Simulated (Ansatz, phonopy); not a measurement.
# CaO (Lime, Fm-3m): phonons against volume, part 3 of 4

Wanted: mode Grüneisen parameters of CaO (Lime) and a free-energy fit over volumes.

What experiment has found for this phase:
- heat capacity C_P per formula unit 42.2 J/mol/K and bulk modulus 113 GPa near room temperature (given in “High-Throughput Prediction of Finite-Temperature Properties using the Quasi-Harmonic Approximation”, 2016, arXiv:1603.06924)

Ansatz 0.2.0; DFT LDA, scalar-relativistic, plane waves, PAW.

So far, highest frequency (cm⁻¹): step 5 (phonons, V/V0 1) 569.

## Step 9: Phonons, V/V0 0.985

The same q-mesh and k-mesh are kept at every volume, so that much of their error can cancel in the differences.

Input file input.yaml:

```yaml
crystal:
  lattice:
    - [0.0, 2.3421218322, 2.3421218322]
    - [2.3421218322, 0.0, 2.3421218322]
    - [2.3421218322, 2.3421218322, 0.0]
  atoms:
    - { symbol: Ca, position: [0.0, 0.0, 0.0] }
    - { symbol: O, position: [0.5, 0.5, 0.5] }
kpoints:
  mp_grid: { grid: [8, 8, 8] }
hamiltonian:
  xc: lda
scf:
  occupations: { method: fixed }
output:
  eigenvalues: true
phonons:
  method: dfpt
  dielectric: true
  rigid_motions: translations
  qmesh: [4, 4, 4]
  temperatures: { t_max: 1000, t_step: 50 }
  qpath:
    path:
      - [[0.0, 0.0, 0.0], [0.5, 0.0, 0.5], [0.625, 0.25, 0.625]]
      - [[0.375, 0.375, 0.75], [0.0, 0.0, 0.0], [0.5, 0.5, 0.5], [0.5, 0.25, 0.75], [0.5, 0.0, 0.5]]
    npoints: 10
```

Command:

```sh
$ ansatz run input.yaml --threads 4 --pin off --max-ram 16384MiB --backend cpu --events-out ev --progress --plain --runs-dir out
```

Numbers of over 12 decimals in the logs are rounded to 6 here.

The log of the run:

```text
[...]
Crystal: 2 atoms, lattice volume = 25.696 Å³
Basis set: ecut = 420 eV, 531 PW (Γ), exchange–correlation on 48×48×48 points (8 copies of the dense FFT grid, shifted against one another)
Bands: 12, of which v1, the nominal top of the filled ones, is band 8 counted from 1 (7 counted from 0)
Symmetry: 48 space group operations
k-points: 59 of 512 (irreducible under 8 space group operations, time reversal used)
[...]
optical modes at Γ + LO–TO along q̂ = [0.0000, 1.0000, 0.0000]:
      ω (cm⁻¹)  modes    IR ((D/Å)²/amu)
        301.47      2            22.8755
        578.65      1            11.4378
  optical modes at Γ + LO–TO along q̂ = [0.0000, 0.0000, 1.0000]:
      ω (cm⁻¹)  modes    IR ((D/Å)²/amu)
        301.47      2            22.8755
        578.65      1            11.4378
--- Phonons (arbitrary-q DFPT): 8 irreducible q on the 4×4×4 mesh ---
[...]
interpolated dispersion: 63 rows × 6 modes
[...]
[key lines of the parts left out:]
SCF converged after 7 iterations
Free energy (F): -2331.637166 eV
Fermi energy:    8.174883 eV
```

It took 25 s on 4 threads of Intel Xeon Platinum 8488C (Sapphire Rapids), shared host; peak memory 0.73 GiB.

No mode is imaginary beyond numerical noise at the solved wavevectors. The highest zone-centre mode (no LO–TO term) moved by +3.8 % for a volume change of -1.5 %.

## Step 10: Single point at a scaled cell, V/V0 1.03

Symmetry fixes every atom, so a single point at the scaled cell gives the energy and pressure of this member.

The cell differs from the one that the last finished run ended in (a 3.312 → 3.362 Å, b 3.312 → 3.362 Å, c 3.312 → 3.362 Å).

input.yaml, the sections that differ from step 9:

```yaml
crystal:
  lattice:
    - [0.0, 2.3772588917, 2.3772588917]
    - [2.3772588917, 0.0, 2.3772588917]
    - [2.3772588917, 2.3772588917, 0.0]
  atoms:
    - { symbol: Ca, position: [0.0, 0.0, 0.0] }
    - { symbol: O, position: [0.5, 0.5, 0.5] }
output:
  forces: true
  stress: true
  eigenvalues: true
# kpoints, hamiltonian, scf: as in step 9
# phonons: removed
```

The log of the run:

```text
[...]
Crystal: 2 atoms, lattice volume = 26.869 Å³
Basis set: ecut = 420 eV, 531 PW (Γ)
Bands: 12, of which v1, the nominal top of the filled ones, is band 8 counted from 1 (7 counted from 0)
Symmetry: 48 space group operations
[...]
k-points: 29 of 512
[...]
--- Band table (eV; the first three rows and the last of 29) ---
  k-point 0: bands = [... 4 lower, -7.6196, 7.6510, 7.6510, 7.6510, 12.4854, 13.8546, 13.8546, 13.8546]
  k-point 1: bands = [... 4 lower, -7.3532, 7.0918, 7.4243, 7.4243, 13.1773, 13.8130, 14.1348, 14.1348]
  k-point 2: bands = [... 4 lower, -6.8326, 6.0422, 6.9426, 6.9426, 13.8867, 14.6514, 14.8725, 14.8725]
  k-point 28: bands = [... 4 lower, -6.9048, 6.2929, 6.5791, 6.5791, 13.9531, 13.9531, 16.2587, 17.4183]
[key lines of the parts left out:]
SCF converged after 6 iterations
Free energy (F): -2331.630483 eV
Fermi energy:    7.651012 eV
P = ⅓ Tr σ = -3.5755 GPa (-35.755 kbar)
```

Elapsed: 0.27 s, on 4 threads; peak memory 0.32 GiB; 0.6 s of CPU time.

The run ends at a pressure of -3.58 GPa.

## Step 11: Phonons, V/V0 1.03

Phonons at this volume give one point of F(V, T); meshes stay fixed along the series.

input.yaml, the sections that differ from step 10:

```yaml
output:
  eigenvalues: true
phonons:
  method: dfpt
  dielectric: true
  rigid_motions: translations
  qmesh: [4, 4, 4]
  temperatures: { t_max: 1000, t_step: 50 }
  qpath:
    path:
      - [[0.0, 0.0, 0.0], [0.5, 0.0, 0.5], [0.625, 0.25, 0.625]]
      - [[0.375, 0.375, 0.75], [0.0, 0.0, 0.0], [0.5, 0.5, 0.5], [0.5, 0.25, 0.75], [0.5, 0.0, 0.5]]
    npoints: 10
# crystal, kpoints, hamiltonian, scf: as in step 10
```

The log of the run:

```text
[...]
Crystal: 2 atoms, lattice volume = 26.869 Å³
Basis set: ecut = 420 eV, 531 PW (Γ), exchange–correlation on 48×48×48 points (8 copies of the dense FFT grid, shifted against one another)
Bands: 12, of which v1, the nominal top of the filled ones, is band 8 counted from 1 (7 counted from 0)
Symmetry: 48 space group operations
k-points: 59 of 512 (irreducible under 8 space group operations, time reversal used)
[...]
optical modes at Γ + LO–TO along q̂ = [0.0000, 1.0000, 0.0000]:
      ω (cm⁻¹)  modes    IR ((D/Å)²/amu)
        268.57      2            22.5239
        550.97      1            11.2620
  optical modes at Γ + LO–TO along q̂ = [0.0000, 0.0000, 1.0000]:
      ω (cm⁻¹)  modes    IR ((D/Å)²/amu)
        268.57      2            22.5239
        550.97      1            11.2620
--- Phonons (arbitrary-q DFPT): 8 irreducible q on the 4×4×4 mesh ---
[...]
interpolated dispersion: 63 rows × 6 modes
[...]
[key lines of the parts left out:]
SCF converged after 8 iterations
Free energy (F): -2331.630484 eV
Fermi energy:    7.650941 eV
```

Elapsed: 27 s, on 4 threads; peak memory 0.74 GiB.

LO-TO term included. Phonon branches along the path, in cm⁻¹:

```csv
point,branch 1,branch 2,branch 3,branch 4,branch 5,branch 6
Γ,0,0,0,269,269,551
halfway,147,147,230,284,284,485
X,204,204,290,292,292,387
halfway,204,226,287,294,318,380
U,203,271,276,299,361,371
jump to K,203,271,276,299,361,371
halfway,146,175,251,295,297,502
Γ,0,0,0,269,269,551
halfway,129,129,231,288,288,527
L,177,177,306,306,372,470
halfway,195,224,308,315,340,431
W,240,263,263,339,339,356
halfway,222,227,284,307,326,374
X,204,204,290,292,292,387
```

The phonon branches as a text plot (rows in cm⁻¹):

```
    540 |****                     **********
    517 |    **                  *          **
    494 |      *                *             **
    471 |                      *                ****
    448 |       *            **                     **
    425 |        *          *                         **
    402 |         ***      *                            *
    379 |            **** *                      **          ****
    356 |                ***                    *  ***   ****
    333 |               *   *                  *      ********
    310 |              *  ******              ***********   ****
    287 |   ****************   ******     ****          *   *****
    264 |***    **       ***        ******   *           ***
    241 |      *        *   *** *           *          *******
    218 |             **         *                   ** *    ***
    195 |    **   ***********  *           *       *****        *
    172 |       **           **** **           ******
    149 |   *  *                **        *  **
    126 |    **                  *  *       *
    103 |  **                     **     * *
     80 |                           *     *
     57 | **                         *  **
     34 | *                          *  *
     11 |*                            **
         Γ           X  U|K            Γ         L        W     X
```

No mode is imaginary beyond numerical noise at the solved wavevectors. The highest zone-centre mode (no LO–TO term) moved by -7.5 % for a volume change of +3.0 %.

## Step 12: Single point at a scaled cell, V/V0 0.97

Symmetry fixes every atom, so a single point at the scaled cell gives the energy and pressure of this member.

The cell differs from the one that the last finished run ended in (a 3.362 → 3.295 Å, b 3.362 → 3.295 Å, c 3.362 → 3.295 Å).

input.yaml, the sections that differ from step 11:

```yaml
crystal:
  lattice:
    - [0.0, 2.3301720231, 2.3301720231]
    - [2.3301720231, 0.0, 2.3301720231]
    - [2.3301720231, 2.3301720231, 0.0]
  atoms:
    - { symbol: Ca, position: [0.0, 0.0, 0.0] }
    - { symbol: O, position: [0.5, 0.5, 0.5] }
output:
  forces: true
  stress: true
  eigenvalues: true
# kpoints, hamiltonian, scf: as in step 11
# phonons: removed
```

The log of the run:

```text
[...]
Crystal: 2 atoms, lattice volume = 25.304 Å³
Basis set: ecut = 420 eV, 531 PW (Γ)
Bands: 12, of which v1, the nominal top of the filled ones, is band 8 counted from 1 (7 counted from 0)
Symmetry: 48 space group operations
[...]
k-points: 29 of 512
[...]
--- Band table (eV; the first three rows and the last of 29) ---
  k-point 0: bands = [... 4 lower, -7.0246, 8.3609, 8.3609, 8.3609, 13.7202, 14.6963, 14.6963, 14.6963]
  k-point 1: bands = [... 4 lower, -6.6723, 7.7841, 8.1088, 8.1088, 14.4073, 14.6731, 14.9978, 14.9978]
  k-point 2: bands = [... 4 lower, -6.0385, 6.6808, 7.5765, 7.5765, 14.7668, 15.7938, 15.7938, 15.9166]
  k-point 28: bands = [... 4 lower, -6.1732, 6.9025, 7.3024, 7.3024, 14.8359, 14.8359, 17.4048, 18.5417]
[key lines of the parts left out:]
SCF converged after 6 iterations
Free energy (F): -2331.629649 eV
Fermi energy:    8.360907 eV
P = ⅓ Tr σ = 4.1861 GPa (41.861 kbar)
```

Run time: 0.25 s. Hardware: 4 threads; peak memory 0.32 GiB.

The run ends at a pressure of 4.19 GPa.

## Step 13: Phonons, V/V0 0.97

Phonons at this volume give one point of F(V, T); meshes stay fixed along the series.

input.yaml, the sections that differ from step 12:

```yaml
output:
  eigenvalues: true
phonons:
  method: dfpt
  dielectric: true
  rigid_motions: translations
  qmesh: [4, 4, 4]
  temperatures: { t_max: 1000, t_step: 50 }
  qpath:
    path:
      - [[0.0, 0.0, 0.0], [0.5, 0.0, 0.5], [0.625, 0.25, 0.625]]
      - [[0.375, 0.375, 0.75], [0.0, 0.0, 0.0], [0.5, 0.5, 0.5], [0.5, 0.25, 0.75], [0.5, 0.0, 0.5]]
    npoints: 10
# crystal, kpoints, hamiltonian, scf: as in step 12
```

The log of the run:

```text
[...]
Crystal: 2 atoms, lattice volume = 25.304 Å³
Basis set: ecut = 420 eV, 531 PW (Γ), exchange–correlation on 48×48×48 points (8 copies of the dense FFT grid, shifted against one another)
Bands: 12, of which v1, the nominal top of the filled ones, is band 8 counted from 1 (7 counted from 0)
Symmetry: 48 space group operations
k-points: 59 of 512 (irreducible under 8 space group operations, time reversal used)
[...]
optical modes at Γ + LO–TO along q̂ = [0.0000, 1.0000, 0.0000]:
      ω (cm⁻¹)  modes    IR ((D/Å)²/amu)
        312.72      2            23.0178
        588.56      1            11.5089
  optical modes at Γ + LO–TO along q̂ = [0.0000, 0.0000, 1.0000]:
      ω (cm⁻¹)  modes    IR ((D/Å)²/amu)
        312.72      2            23.0178
        588.56      1            11.5089
--- Phonons (arbitrary-q DFPT): 8 irreducible q on the 4×4×4 mesh ---
[...]
interpolated dispersion: 63 rows × 6 modes
[...]
[key lines of the parts left out:]
SCF converged after 7 iterations
Free energy (F): -2331.629650 eV
Fermi energy:    8.360904 eV
```

Run time: 23 s. Hardware: 4 threads; peak memory 0.7 GiB; 86 s of CPU time.

No mode is imaginary beyond numerical noise at the solved wavevectors. The highest zone-centre mode (no LO–TO term) moved by +7.7 % for a volume change of -3.0 %.

## Step 14: A cell at another volume, V/V0 1.05

Symmetry fixes every atom, so a single point at the scaled cell gives the energy and pressure of this member.

The cell differs from the one that the last finished run ended in (a 3.295 → 3.384 Å, b 3.295 → 3.384 Å, c 3.295 → 3.384 Å).

input.yaml, the sections that differ from step 13:

```yaml
crystal:
  lattice:
    - [0.0, 2.3925471504, 2.3925471504]
    - [2.3925471504, 0.0, 2.3925471504]
    - [2.3925471504, 2.3925471504, 0.0]
  atoms:
    - { symbol: Ca, position: [0.0, 0.0, 0.0] }
    - { symbol: O, position: [0.5, 0.5, 0.5] }
output:
  forces: true
  stress: true
  eigenvalues: true
# kpoints, hamiltonian, scf: as in step 13
# phonons: removed
```

The log of the run:

```text
[...]
Crystal: 2 atoms, lattice volume = 27.391 Å³
Basis set: ecut = 420 eV, 531 PW (Γ)
Bands: 12, of which v1, the nominal top of the filled ones, is band 8 counted from 1 (7 counted from 0)
Symmetry: 48 space group operations
[...]
k-points: 29 of 512
[...]
--- Band table (eV; the first three rows and the last of 29) ---
  k-point 0: bands = [... 4 lower, -7.8005, 7.4336, 7.4336, 7.4336, 12.1074, 13.5923, 13.5923, 13.5923]
  k-point 1: bands = [... 4 lower, -7.5566, 6.8797, 7.2145, 7.2145, 12.7974, 13.5484, 13.8658, 13.8658]
  k-point 2: bands = [... 4 lower, -7.0694, 5.8467, 6.7474, 6.7474, 13.6116, 14.2644, 14.5856, 14.5856]
  k-point 28: bands = [... 4 lower, -7.1241, 6.1063, 6.3600, 6.3600, 13.6787, 13.6787, 15.9044, 17.0694]
[key lines of the parts left out:]
SCF converged after 6 iterations
Free energy (F): -2331.615683 eV
Fermi energy:    7.433583 eV
P = ⅓ Tr σ = -5.6540 GPa (-56.540 kbar)
```

It took 0.27 s on 4 threads; peak memory 0.32 GiB; 0.6 s of CPU time.

The run ends at a pressure of -5.65 GPa.

## Step 15: Phonons, V/V0 1.05

Phonons at this volume give one point of F(V, T); meshes stay fixed along the series.

input.yaml, the sections that differ from step 14:

```yaml
output:
  eigenvalues: true
phonons:
  method: dfpt
  dielectric: true
  rigid_motions: translations
  qmesh: [4, 4, 4]
  temperatures: { t_max: 1000, t_step: 50 }
  qpath:
    path:
      - [[0.0, 0.0, 0.0], [0.5, 0.0, 0.5], [0.625, 0.25, 0.625]]
      - [[0.375, 0.375, 0.75], [0.0, 0.0, 0.0], [0.5, 0.5, 0.5], [0.5, 0.25, 0.75], [0.5, 0.0, 0.5]]
    npoints: 10
# crystal, kpoints, hamiltonian, scf: as in step 14
```

The log of the run:

```text
[...]
Crystal: 2 atoms, lattice volume = 27.391 Å³
Basis set: ecut = 420 eV, 531 PW (Γ), exchange–correlation on 48×48×48 points (8 copies of the dense FFT grid, shifted against one another)
Bands: 12, of which v1, the nominal top of the filled ones, is band 8 counted from 1 (7 counted from 0)
Symmetry: 48 space group operations
k-points: 59 of 512 (irreducible under 8 space group operations, time reversal used)
[...]
optical modes at Γ + LO–TO along q̂ = [0.0000, 1.0000, 0.0000]:
      ω (cm⁻¹)  modes    IR ((D/Å)²/amu)
        254.26      2            22.3974
        539.43      1            11.1987
  optical modes at Γ + LO–TO along q̂ = [0.0000, 0.0000, 1.0000]:
      ω (cm⁻¹)  modes    IR ((D/Å)²/amu)
        254.26      2            22.3974
        539.43      1            11.1987
--- Phonons (arbitrary-q DFPT): 8 irreducible q on the 4×4×4 mesh ---
[...]
interpolated dispersion: 63 rows × 6 modes
[...]
[key lines of the parts left out:]
SCF converged after 8 iterations
Free energy (F): -2331.615683 eV
Fermi energy:    7.433364 eV
```

Elapsed: 27 s, on 4 threads; peak memory 0.75 GiB.

No mode is imaginary beyond numerical noise at the solved wavevectors. The highest zone-centre mode (no LO–TO term) moved by -12.4 % for a volume change of +5.0 %.

## Step 16: How the modes move with volume

This step: DFT LDA, scalar-relativistic, plane waves, PAW (phonopy 4.10.0).

Numbers from this step:

* share of modes with a negative Grüneisen parameter: 0.004

Mean Grüneisen, by row:

```csv
T (K),heat-capacity-weighted mean,root mean square
50,1.353,1.533
100,1.51,1.637
200,1.549,1.657
300,1.548,1.652
500,1.544,1.647
800,1.542,1.644
```

Table of mean mode Grueneisen parameter by wavenumber:

```csv
wavenumber (cm⁻¹),mean mode Grueneisen parameter
10,-
28,1.78
47,-0.0198
66,1.21
85,1.04
104,1.2
123,1.07
142,1.23
161,1.39
180,1.56
199,1.43
218,1.22
237,1.24
256,1.29
275,1.44
294,1.87
313,2.06
332,1.89
350,1.38
369,1.13
388,1.1
407,1.05
426,1.08
445,1.05
464,1.04
483,1.06
502,1.04
521,1.05
540,1.06
559,1.08
```

(Continued in part 4 of 4.)

[Logs are printed without paths, hosts, clocks, repeated set-up lines and the standing remarks that a program may print on its own settings, such as how far it seeks lower states.]

[Hosts, paths, dates, database ids (printed as entryN), source tags and the programs' standing remarks are cut or masked in the printed files.]

[A step with changed settings may run another functional than the one named; its input shows which.]


